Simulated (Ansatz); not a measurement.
**H2O on Al(111), ontop start, 2x2 cell: photoemission fingerprints**

What would XPS and UPS show for H2O on Al(111), ontop start, 2x2 cell?

Calculated with Ansatz 0.2.0; DFT, LDA, plane-wave PAW, default files, scalar-relativistic, in the first sound run; inputs show where later runs differ.

Most raw output is cut from this account.

### Step 1. Starting point

The cell holds 4 atoms: 4 Al. Its edges and angles: a = 2.857 Å, b = 2.857 Å, c = 21.997 Å, α = 90.0°, β = 90.0°, γ = 60.0°. It derives from Al. Vacuum lies along c.

### Step 2. The clean face

The clean face is the reference for what the added atoms change.

File input.yaml:

```yaml
crystal:
  lattice:
    - [2.856711396, 0.0, 0.0]
    - [1.428355698, 2.4739846402, 0.0]
    - [0.0, 0.0, 21.9974852626]
  atoms:
    - { symbol: Al, position: [0.0, 0.0, 0.659051937] }
    - { symbol: Al, position: [0.666666667, 0.666666667, 0.553017312] }
    - { symbol: Al, position: [0.333333333, 0.333333333, 0.446982688] }
    - { symbol: Al, position: [0.0, 0.0, 0.340948063] }
kpoints:
  mp_grid: { grid: [18, 18, 1] }
scf:
  occupations: { method: fermi_dirac, width: 0.05 }
  n_extra_bands: 12
hamiltonian:
  xc: lda
  pseudopotentials: { kind: paw }
output:
  forces: true
  write_potential: true
  volumetric_format: []
  dos:
    projected: true
    de: 0.05
    e_range: [-30, 12]
    method: { smearing: { sigma: 0.1, scheme: gaussian } }
efield:
  axis: 3
  dipole_correction: true
relax:
  f_tol: 0.03
  max_steps: 50
  constraints: [{ sites: [2, 3] }]
```

On the command line:

```bash
> ansatz run input.yaml --threads 4 --pin off --max-ram 8192MiB --backend cpu --events-out ev --progress --plain --runs-dir out
```

Wall time 6.4 s (4 threads of Intel Xeon at 2.80GHz (Skylake/Cascade Lake), shared host); peak memory 0.43 GiB.

The steps of the relaxation:

```tsv
step	energy less that of the first step (eV)	largest force component (eV/Å)
1	0.0000	0.1197
2	-0.0160	0.0463
3	-0.0162	0.0103
```

The run keeps the 6 symmetry operations that it works with, so distortions that break them were not tested.

The atoms that moved most (Å):

```tsv
atom	dx	dy	dz	length
Al1	0.000	0.000	-0.154	0.154
Al2	0.000	0.000	-0.096	0.096
```

This step gave:

| Quantity | Value |
| --- | --- |
| free energy | -2050.6043 eV |
| energy at zero smearing | -2050.5952 eV |
| smearing term TS | 0.01817 eV |
| Fermi energy | 0.9328 eV |
| symmetry operations | 6 |
| zero of energy | Fermi level |
| share of occupied states in no projected shell | 0.0154 of the occupied states in the window |
| DOS at the Fermi level | 2.269 states/eV/cell |
| work function, upper face | 4.173 eV |
| work function, lower face | 4.156 eV |

The DOS has structure finer than the step of the table below, so its rows give means over 0.5 eV, whole bins alone (the curve runs from -12.6 to 7.47 eV). Peaks (eV: height): total 3.67: 3.69, 4.28: 3.98, 5.17: 3.62, 5.67: 3.86, 6.17: 3.72, 6.88: 4.32, 7.28: 3.96; Al 3p 2.27: 1.82, 2.67: 2.07, 2.98: 1.89, 3.67: 2.18, 4.28: 2.28, 5.28: 1.82, 5.78: 1.91; Al 3s -4.33: 0.736, -0.03: 0.920, 0.78: 0.709, 1.38: 0.867, 2.27: 0.828, 2.67: 0.736, 3.67: 0.807.

DOS against E, zero at the Fermi level; means over each step; values in states/eV/cell:

```tsv
E (eV)	total	Al 3p	Al 3s
-11.5	0	0	0
-11.0	0.0925	0.0208	0.0716
-10.5	0.310	0.121	0.190
-10.0	0.322	0.168	0.154
-9.5	0.599	0.330	0.268
-9.0	0.622	0.376	0.244
-8.5	0.550	0.349	0.200
-8.0	0.861	0.532	0.326
-7.5	0.907	0.575	0.329
-7.0	0.937	0.609	0.325
-6.5	0.896	0.591	0.301
-6.0	0.994	0.649	0.339
-5.5	1.28	0.772	0.496
-5.0	1.23	0.750	0.465
-4.5	1.31	0.839	0.458
-4.0	1.24	0.814	0.411
-3.5	1.23	0.841	0.371
-3.0	1.85	1.36	0.469
-2.5	1.53	1.16	0.342
-2.0	1.42	1.07	0.320
-1.5	1.59	1.11	0.439
-1.0	1.54	0.973	0.520
-0.5	1.62	1.11	0.442
0.0	1.99	1.25	0.656
0.5	1.66	1.13	0.438
1.0	2.10	1.47	0.510
1.5	2.00	1.26	0.585
2.0	1.73	1.13	0.433
2.5	2.51	1.61	0.612
3.0	2.04	1.36	0.395
3.5	2.45	1.50	0.577
4.0	2.39	1.34	0.391
4.5	3.03	1.63	0.438
5.0	2.83	1.50	0.414
5.5	2.99	1.56	0.347
6.0	3.47	1.56	0.300
6.5	3.29	1.31	0.314
7.0	3.46	1.32	0.231
```

This run's widths, added to any smearing of the DOS itself: Gaussian 0.3 eV, Lorentzian 0.2 eV plus 0.03 an eV of depth. Table of intensity by binding energy, zero at the Fermi level; values in % of the maximum within 13 eV:

```tsv
binding energy (eV)	21.2 eV	60 eV	400 eV	1486.7 eV	9251.7 eV
-1	3.66	3.61	3.70	3.67	3.65
0	66.6	65.6	67.6	68.8	69.7
1	97.2	95.6	98.8	99.3	99.5
2	86.3	89.2	85.2	77.0	71.8
3	98.9	98.6	98.6	92.3	87.9
4	81.1	76.7	82.5	84.1	84.7
5	79.8	74.1	82.0	86.7	89.4
6	64.5	59.2	66.1	69.0	70.3
7	58.5	52.5	60.1	62.9	64.1
8	51.0	43.7	52.8	57.1	59.1
9	38.2	31.3	39.7	44.4	46.9
10	24.4	18.2	25.8	31.3	34.3
11	10.3	7.31	11.1	14.6	16.6
12	-	1.70	2.27	2.69	2.93
```

The planar mean, electrostatic potential oscillates, so the rows of the table below give means over windows of 1 Å about each position, cut where the curve ends. Its maxima inside the range that stand out by 2 % of the span (Å: eV): 8.7: -0.349, 11.0: -0.914, 13.2: -0.672. Its minima: 7.5: -7.32, 9.8: -7.46, 12.0: -7.45, 14.4: -7.32.

From the Fermi level. Table of planar mean, electrostatic potential by z; means over each step:

```tsv
z (Å)	planar mean, electrostatic potential (eV)
0	4.16
1	4.16
2	4.16
3	4.15
4	4.14
5	4.02
6	2.55
7	-5.00
8	-5.20
9	-2.99
10	-6.85
11	-2.54
12	-7.02
13	-2.68
14	-6.12
15	-3.76
16	3.07
17	4.08
18	4.17
19	4.17
20	4.17
21	4.17
```

Recipe: projected DOS times atomic cross section and asymmetry factor (unpolarised light, 54.7° from the beam), occupied states only, Fermi edge at 20 K, a Lorentzian width of 0.2 eV growing by 0.03 eV per eV of binding energy, and a resolution of 0.3 eV. Each atom is damped by exp[−depth/(λ cos θ)], θ = 75° from the normal, λ from the universal curve. Curves are cut 10 eV under the photon energy, above any shell that the free atom's threshold puts out of reach, or at the lower edge of the window: 11.2 eV at 21.2 eV, 12.7 eV at 60 eV, 12.7 eV at 400 eV, 12.7 eV at 1486.7 eV and 12.7 eV at 9251.7 eV. Matrix elements of the solid and inelastic losses aren't modelled, nor non-dipole terms, which matter above 3 keV.

How the area divides among the shells (%):

```tsv
shell	21.2 eV	60 eV	400 eV	1486.7 eV	9251.7 eV
Al 3s	52.7	40.1	58.7	81.3	96.0
Al 3p	47.3	59.9	41.3	18.7	4.0
```

Cross sections used, in Mb an electron:

```tsv
shell	21.2 eV	60 eV	400 eV	1486.7 eV	9251.7 eV
Al 3s	0.15	0.11	0.0054	3.5e-4	2.9e-6
Al 3p	0.070	0.084	0.0019	4.0e-5	5.9e-8
```

At the Fermi level the DOS is 2.27 states/eV a cell, and on the broadened curves Al 3p holds 58 % of the total there.

### Step 3. Relaxation

System of this step: Al16H2O. The cell holds 19 atoms: 2 H, 1 O and 16 Al. Cell: a = 5.713 Å, b = 5.713 Å, c = 24.497 Å, α = 90.0°, β = 90.0°, γ = 60.0°. It derives from Al. How the cell was made: adsorbate; added: H2O; site: ontop; coverage 0.25 monolayer; cell: 2x2; on one face. Regions: ad, 3 atoms (2 H and 1 O); L1, 4 atoms (4 Al); L2, 4 atoms (4 Al); L3, 4 atoms (4 Al); rest, 4 atoms (4 Al). Vacuum lies along c.

The cut or typed positions aren't at rest, and spectra shift with geometry, so the relaxation comes first. 8 atoms are held to stand for the bulk. A dipole correction cancels the field between unlike faces.

File input.yaml:

```yaml
crystal:
  lattice:
    - [5.713422792, 0.0, 0.0]
    - [2.856711396, 4.9479692804, 0.0]
    - [0.0, 0.0, 24.4974852626]
  atoms:
    - { symbol: H, position: [0.085787975, 0.101051557, 0.693846127] }
    - { symbol: H, position: [0.818767118, 0.101051557, 0.693846127] }
    - { symbol: O, position: [0.002475835, 0.0, 0.683640998] }
    - { symbol: Al, position: [0.0, 0.0, 0.591794836] }
    - { symbol: Al, position: [0.5, 0.0, 0.591794836] }
    - { symbol: Al, position: [0.0, 0.5, 0.591794836] }
    - { symbol: Al, position: [0.5, 0.5, 0.591794836] }
    - { symbol: Al, position: [0.833333333, 0.333333333, 0.496581181] }
    - { symbol: Al, position: [0.333333333, 0.333333333, 0.496581181] }
    - { symbol: Al, position: [0.833333333, 0.833333333, 0.496581181] }
    - { symbol: Al, position: [0.333333333, 0.833333333, 0.496581181] }
    - { symbol: Al, position: [0.166666667, 0.166666667, 0.401367527] }
    - { symbol: Al, position: [0.666666667, 0.166666667, 0.401367527] }
    - { symbol: Al, position: [0.166666667, 0.666666667, 0.401367527] }
    - { symbol: Al, position: [0.666666667, 0.666666667, 0.401367527] }
    - { symbol: Al, position: [0.0, 0.0, 0.306153873] }
    - { symbol: Al, position: [0.5, 0.0, 0.306153873] }
    - { symbol: Al, position: [0.0, 0.5, 0.306153873] }
    - { symbol: Al, position: [0.5, 0.5, 0.306153873] }
kpoints:
  mp_grid: { grid: [6, 6, 1] }
scf:
  occupations: { method: fermi_dirac, width: 0.05 }
  n_extra_bands: 15
hamiltonian:
  xc: lda
  pseudopotentials: { kind: paw }
output:
  forces: true
  write_potential: true
  volumetric_format: []
efield:
  axis: 3
  dipole_correction: true
relax:
  f_tol: 0.03
  max_steps: 45
  constraints: [{ sites: [11, 12, 13, 14, 15, 16, 17, 18] }]
```

Wall time 62 s (4 threads); peak memory 1.2 GiB.

Relaxation path:

```tsv
step	energy less that of the first step (eV)	largest force component (eV/Å)
1	0.0000	1.9184
2	-0.1489	0.4913
3	-0.1865	0.2327
4	-0.1974	0.1319
5	-0.1994	0.0556
6	-0.2004	0.0199
```

The atoms that moved most (Å):

```tsv
atom	dx	dy	dz	length
H2	-0.036	0.260	-0.367	0.452
H1	0.022	0.244	-0.369	0.443
O3	-0.011	0.167	-0.240	0.293
Al6	0.004	0.004	-0.163	0.163
Al7	-0.004	0.004	-0.162	0.162
Al5	0.000	0.033	-0.144	0.147
Al9	0.000	0.005	-0.089	0.089
Al10	0.003	0.005	-0.087	0.087
```

This step gave:

* free energy: -8789.2173 eV
* energy at zero smearing: -8789.1858 eV
* smearing term TS: 0.06299 eV
* Fermi energy: 0.9316 eV
* symmetry operations: 1
* work function, upper face: 3.234 eV
* work function, lower face: 4.201 eV

The relaxation ends 11 meV an atom lower, with a largest force component of 0.020 eV/Å on the free atoms. Between step 2 and this run (19 atoms) the value for the work function, upper face moves from 4.17 eV to 3.23 eV (-23 %).

### Step 4. Layer-resolved bands, DOS and potential

The main run: bands along the zone's path, each state's share in the top and middle regions, the DOS and the planar potential. The cell holds 4 small cells, so the bands are unfolded.

File input.yaml:

```yaml
crystal:
  lattice:
    - [5.713422792, 0.0, 0.0]
    - [2.856711396, 4.9479692804, 0.0]
    - [0.0, 0.0, 24.4974852626]
  atoms:
    - { symbol: H, position: [0.0649277506, 0.1504272622, 0.6787825526] }
    - { symbol: H, position: [0.7862043865, 0.1536387405, 0.6788546599] }
    - { symbol: O, position: [-0.0163976444, 0.0338499651, 0.6738431978] }
    - { symbol: Al, position: [0.0049176373, -0.0101328844, 0.5910203215] }
    - { symbol: Al, position: [0.4966800074, 0.0066354802, 0.5859357493] }
    - { symbol: Al, position: [0.0002863045, 0.50081873, 0.5851471241] }
    - { symbol: Al, position: [0.4988320562, 0.5009053014, 0.5851926409] }
    - { symbol: Al, position: [0.835732452, 0.3284958012, 0.4938514042] }
    - { symbol: Al, position: [0.3328946327, 0.3342877734, 0.4929413621] }
    - { symbol: Al, position: [0.833241413, 0.8343936268, 0.4930253893] }
    - { symbol: Al, position: [0.3323341411, 0.8344094702, 0.4930536117] }
    - { symbol: Al, position: [0.166666667, 0.166666667, 0.401367527] }
    - { symbol: Al, position: [0.666666667, 0.166666667, 0.401367527] }
    - { symbol: Al, position: [0.166666667, 0.666666667, 0.401367527] }
    - { symbol: Al, position: [0.666666667, 0.666666667, 0.401367527] }
    - { symbol: Al, position: [0.0, 0.0, 0.306153873] }
    - { symbol: Al, position: [0.5, 0.0, 0.306153873] }
    - { symbol: Al, position: [0.0, 0.5, 0.306153873] }
    - { symbol: Al, position: [0.5, 0.5, 0.306153873] }
kpoints:
  mp_grid: { grid: [12, 12, 1] }
scf:
  occupations: { method: fermi_dirac, width: 0.05 }
  n_extra_bands: 19
hamiltonian:
  xc: lda
  pseudopotentials: { kind: paw }
output:
  forces: true
  write_potential: true
  volumetric_format: []
  efg: { contact_densities: true }
  dos:
    projected:
      site_lists:
        adsorbate: [0, 1, 2]
        layer_1: [3, 4, 5, 6]
        layer_2: [7, 8, 9, 10]
        layer_3: [11, 12, 13, 14]
        other_layers: [15, 16, 17, 18]
    de: 0.05
    e_range: [-30, 12]
    method: { smearing: { sigma: 0.15, scheme: gaussian } }
  eigenstates:
    kpoints:
      - [0.33333333, -0.33333333, 0.0]
      - [0.25, -0.375, 0.0]
      - [0.16666667, -0.41666667, 0.0]
      - [0.08333333, -0.45833333, 0.0]
      - [0.0, 0.5, 0.0]
      - [-0.08333333, 0.45833333, 0.0]
      # [... 29 more points ...]
      - [0.25, 0.5, 0.0]
      - [0.29166667, -0.41666667, 0.0]
    e_range: [-8.0, 4.0]
    unfold:
      supercell_matrix: [[2, 0, 0], [0, 2, 0], [0, 0, 1]]
      layers:
        axis: 3
        edges: [0.142872, 0.424281, 0.424381, 0.568816, 0.568916, 0.842135]
efield:
  axis: 3
  dipole_correction: true
```

The job ended after 1.9 min (4 threads; peak memory 2.3 GiB; 7.3 min of CPU time).

Numbers from this step:

```yaml
free_energy: -8789.2163 eV
energy_at_zero_smearing: -8789.1879 eV
smearing_term_ts: 0.05671 eV
fermi_energy: 0.9355 eV
share_of_occupied_states_in_no_projected_shell: 0.0141 of the occupied states in the window
dos_at_the_fermi_level: 7.199 states/eV/cell
work_function_upper_face: 3.218 eV
work_function_lower_face: 4.197 eV
```

A(k,E), total over k along the path and E. Zero: Fermi level.

Ten even steps from '_' (0.07 eV⁻¹) to '@' (3.48 eV⁻¹), each cell a mean:
```
..++--..++++==::__..----------::__::==....::::....--++**--..
==++::----==++::::..____..______..::::----..__==++****::..--
##..------++::__..--..______..::::..====......::::--::::==##
::::====--++::______::------::..____::..::..--....__--++++::
..======**--::::__________________..::--....--____..::==--..
----::**==..__..::______________..::::..::--..::--==**--..--
::--++====______..::..______..::::____::==::..++++==--==::..
++::==++--::________::------::..______..--::--....____::==**
--**++==__::..________________________::::--::______..==**==
--++**--____::______________________::..::::--....::--==++::
@@##==....____::..________________::..__..--..--==--==----@@
++**::__....____::..__________..--..____::--..====--....**++
@@--::____::______::--::::::--::______..::..==......::**==@@
--....::__....________..::..________..::__::--::--++##--++==
..--....____::..____________________::____..--##**==::++==__
__..::..::____::::______________..::..__..::--::::==##--____
__..........____..::..________::::______::....####++::______
____::::__::..______::------::..______::..::::....__________
____....::..::______________________::....::::______________
______--::....::..__................::..::::..______________
______..--::..::::______________..::....::::________________
________..::::__..::..________::::__..::....________________
```
Columns: k along the path (Å⁻¹) from 0 to 3.47; rows upwards: E (eV) from -7.7 to 3.18.

A(k,E), top over k along the path and E. Zero: Fermi level.

Ten even steps from '0' (0.02 eV⁻¹) to '9' (0.71 eV⁻¹), each cell a mean:
```
264276442367677424722321136742
572445457322321146244205656324
924434114842224762351213222359
334423200168887311223241112573
255452230011111002331240012442
342531023100000023112413356423
245320002421112430014217754321
734222000134543200013242210147
464102100000100000032320001465
242300210000000000211241124442
742220031000000002201314444327
231021002200000131002214442143
323012000243233310012141111532
111201200001221000130131245211
011210220000000001310225531110
002120022100000013101221112100
000111002310001230003112211000
000102110134443210021111100000
112232310101110001221100000000
111222232223332222333332222211
121233243111111124223211111111
100002213410001341121000000001
```
Columns: k along the path (Å⁻¹) from 0 to 3.47; rows upwards: E (eV) from -7.7 to 3.18.

A(k,E), middle over k along the path and E. Zero: Fermi level.

Values in eV⁻¹, 12 rows by 16 columns, each cell a mean:
```
0.40 0.28 0.52 0.63 0.10 0.07 0.09 0.09 0.06 0.29 0.25 0.22 0.33 0.56 0.59 0.24
0.38 0.48 0.49 0.38 0.07 0.11 0.09 0.10 0.11 0.27 0.34 0.18 0.27 0.35 0.36 0.53
0.34 0.49 0.79 0.29 0.11 0.03 0.05 0.04 0.04 0.24 0.33 0.26 0.16 0.16 0.47 0.28
0.36 0.48 0.63 0.04 0.13 0.17 0.09 0.11 0.19 0.09 0.38 0.32 0.33 0.40 0.50 0.27
0.53 0.77 0.26 0.15 0.02 0.06 0.14 0.12 0.04 0.04 0.35 0.34 0.15 0.09 0.39 0.69
0.87 0.77 0.13 0.18 0.13 0.02 0.02 0.02 0.03 0.22 0.18 0.35 0.31 0.40 0.48 0.75
1.16 0.26 0.15 0.05 0.18 0.23 0.12 0.16 0.26 0.09 0.12 0.39 0.38 0.32 0.38 0.97
0.55 0.24 0.09 0.16 0.03 0.08 0.19 0.15 0.05 0.08 0.15 0.38 0.54 0.62 0.69 0.90
0.21 0.27 0.20 0.08 0.17 0.05 0.03 0.03 0.10 0.16 0.08 0.26 0.71 0.94 0.84 0.11
0.06 0.36 0.20 0.15 0.07 0.18 0.18 0.19 0.14 0.05 0.22 0.25 0.56 0.30 0.07 0.03
0.02 0.25 0.26 0.21 0.12 0.08 0.09 0.08 0.08 0.20 0.19 0.37 0.09 0.04 0.02 0.01
0.01 0.04 0.37 0.18 0.22 0.14 0.06 0.08 0.21 0.16 0.24 0.28 0.02 0.02 0.01 0.01
```
Columns: k along the path (Å⁻¹) from 0 to 3.47; rows upwards: E (eV) from -7.7 to 3.18.

A(k,E), bottom over k along the path and E. Zero: Fermi level.

Ten even steps from '0' (0.01 eV⁻¹) to '9' (1.72 eV⁻¹), each cell a mean:
```
142145310012222102311211135531
451334411000000012133104556213
713334100210001111331112222247
223334200012221000212130002552
144462220000000001231130012431
332641012000000012111312345313
235330001210001220024215542321
524421000022222100013231100235
355301100000000000022320001353
354300200000000000212231123342
953110021000000002101313333239
451011002100000121002313331164
732002000222122200012141112646
211101200001110000120132357343
121100210000000001200137642430
003120022000000012101132235200
011111001210000220002115541000
001201100123332100020221000000
000121100000000000111210000000
000211110000000001102210000000
000022111000000001012100000000
000012201210000120121000000000
```
Columns: k along the path (Å⁻¹) from 0 to 3.47; rows upwards: E (eV) from -7.7 to 3.18.

Peaks of A(k,E) at the labelled points: for each region the eleven nearest the zero at most, each over 6 % of that point's highest, less those above the energy where the solved bands run out; weight and spread sum the levels within three half widths or 0.3 eV, so near peaks share levels. Peaks of the spectral function, the first 40 of 93 rows:

```tsv
point	weight on	E (eV)	A (1/eV)	weight near the peak	rms spread of levels (eV)
K	total	-3.12	6.318	3.028	0.06
K	total	-2.08	5.731	2.977	0.059
K	total	-0.68	4.342	1.986	0.013
K	total	0.34	2.181	0.942	0
K	total	1.38	0.747	0.252	0.102
K	total	2.1	5.143	2.733	0.091
K	top	-7.64	0.154	0.076	0.08
K	top	-6.82	0.31	0.14	0
K	top	-5.74	0.183	0.093	0.144
K	top	-3.54	0.132	0.197	0.226
K	top	-3.12	0.352	0.187	0.181
K	top	-2.12	0.943	0.47	0.052
K	top	-0.68	1.123	0.515	0.01
K	top	0.34	0.46	0.196	0
K	top	1.36	0.251	0.106	0.11
K	top	2.1	1.301	0.694	0.093
K	middle	-3.12	3.694	1.773	0.038
K	middle	-2.08	1.854	0.972	0.064
K	middle	-0.68	1.391	0.633	0.013
K	middle	0.34	0.733	0.319	0
K	middle	2.12	1.365	0.726	0.092
K	bottom	-3.12	2.267	1.065	0.031
K	bottom	-2.08	2.963	1.534	0.056
K	bottom	-0.66	1.839	0.836	0.011
K	bottom	0.34	0.986	0.427	0
K	bottom	1.38	0.342	0.108	0.09
K	bottom	2.12	2.479	1.313	0.09
Γ	total	-6.68	0.911	0.402	0
Γ	total	-5.58	1.794	0.829	0
Γ	total	-3.26	1.981	0.923	0
Γ	total	-0.56	1.912	0.892	0.038
Γ	total	0.34	0.255	0.08	0.075
Γ	total	1.46	1.966	0.903	0
Γ	total	2.58	0.842	0.297	0.028
Γ	total	3.06	1.841	1.705	0.219
Γ	top	-6.68	0.468	0.213	0
Γ	top	-5.58	0.489	0.223	0
Γ	top	-3.26	0.503	0.233	0
Γ	top	-0.56	0.613	0.285	0.044
Γ	top	0.34	0.115	0.041	0.083
```

The DOS has structure finer than the step of the table below, so its rows give means over 1 eV, whole bins alone (the curve runs from -25.2 to 3.38 eV). Peaks (eV: height): total 0.2: 8.16, 1.0: 8.75, 2.5: 9.84, 3.3: 11.5; Al 3p -2.1: 5.74, 1.0: 5.92, 2.5: 6.11, 3.3: 6.18; Al 3s -0.4: 2.47, 1.6: 2.43, 2.2: 2.36, 3.3: 2.38; O 2p -11.2: 4.93, -8.4: 2.90, -6.6: 2.17; H 1s -23.2: 1.46, -11.2: 1.90, 2.0: 0.389.

Table of DOS by E, zero at the Fermi level; means over each step; values in states/eV/cell:

```tsv
E (eV)	total	Al 3p	Al 3s	O 2p	H 1s	O 2s
-24	0.0705	0.00227	6.1e-4	0.00198	0.0155	0.0496
-23	1.93	0.0621	0.0166	0.0542	0.425	1.36
-22	0	0	0	0	0	0
-21	0	0	0	0	0	0
-20	0	0	0	0	0	0
-19	0	0	0	0	0	0
-18	0	0	0	0	0	0
-17	0	0	0	0	0	0
-16	0	0	0	0	0	0
-15	0	0	0	0	0	0
-14	0	0	0	0	0	0
-13	0	0	0	0	0	0
-12	0.0183	3.0e-4	5.4e-5	0.0127	0.00490	0
-11	2.48	0.181	0.356	1.38	0.533	3.8e-5
-10	1.59	0.795	0.777	0.0188	5.3e-4	1.6e-4
-9	3.07	1.50	1.04	0.472	0.0328	0.0161
-8	4.59	2.12	1.23	1.06	0.0871	0.0819
-7	4.83	2.40	1.27	1.04	0.0136	0.0708
-6	4.52	2.61	1.34	0.519	0.00242	0.0132
-5	5.17	3.09	1.85	0.170	0.00281	0.00388
-4	5.35	3.49	1.72	0.0792	0.00252	0.00414
-3	6.17	4.45	1.56	0.0576	0.00600	0.00980
-2	6.09	4.52	1.39	0.0438	0.00710	0.0104
-1	6.40	4.18	1.96	0.0347	0.0140	0.0106
0	7.46	4.87	2.11	0.0367	0.0684	0.0283
1	7.81	5.06	2.04	0.0396	0.0938	0.0305
2	9.01	5.32	2.14	0.0739	0.334	0.0641
```

(Part 1 of 3 ends here.)

[Logs are printed without paths, hosts, clocks, repeated set-up lines and the standing remarks that a program may print on its own settings, such as how far it seeks lower states.]

[Hosts, paths, dates, database ids (printed as entryN), source tags and the programs' standing remarks are cut or masked in the printed files.]

[Maps of the electrostatic potential energy from Ansatz leave out the sawtooth potential of an applied field or a dipole correction, so their vacuum need not be flat; work functions include it.]
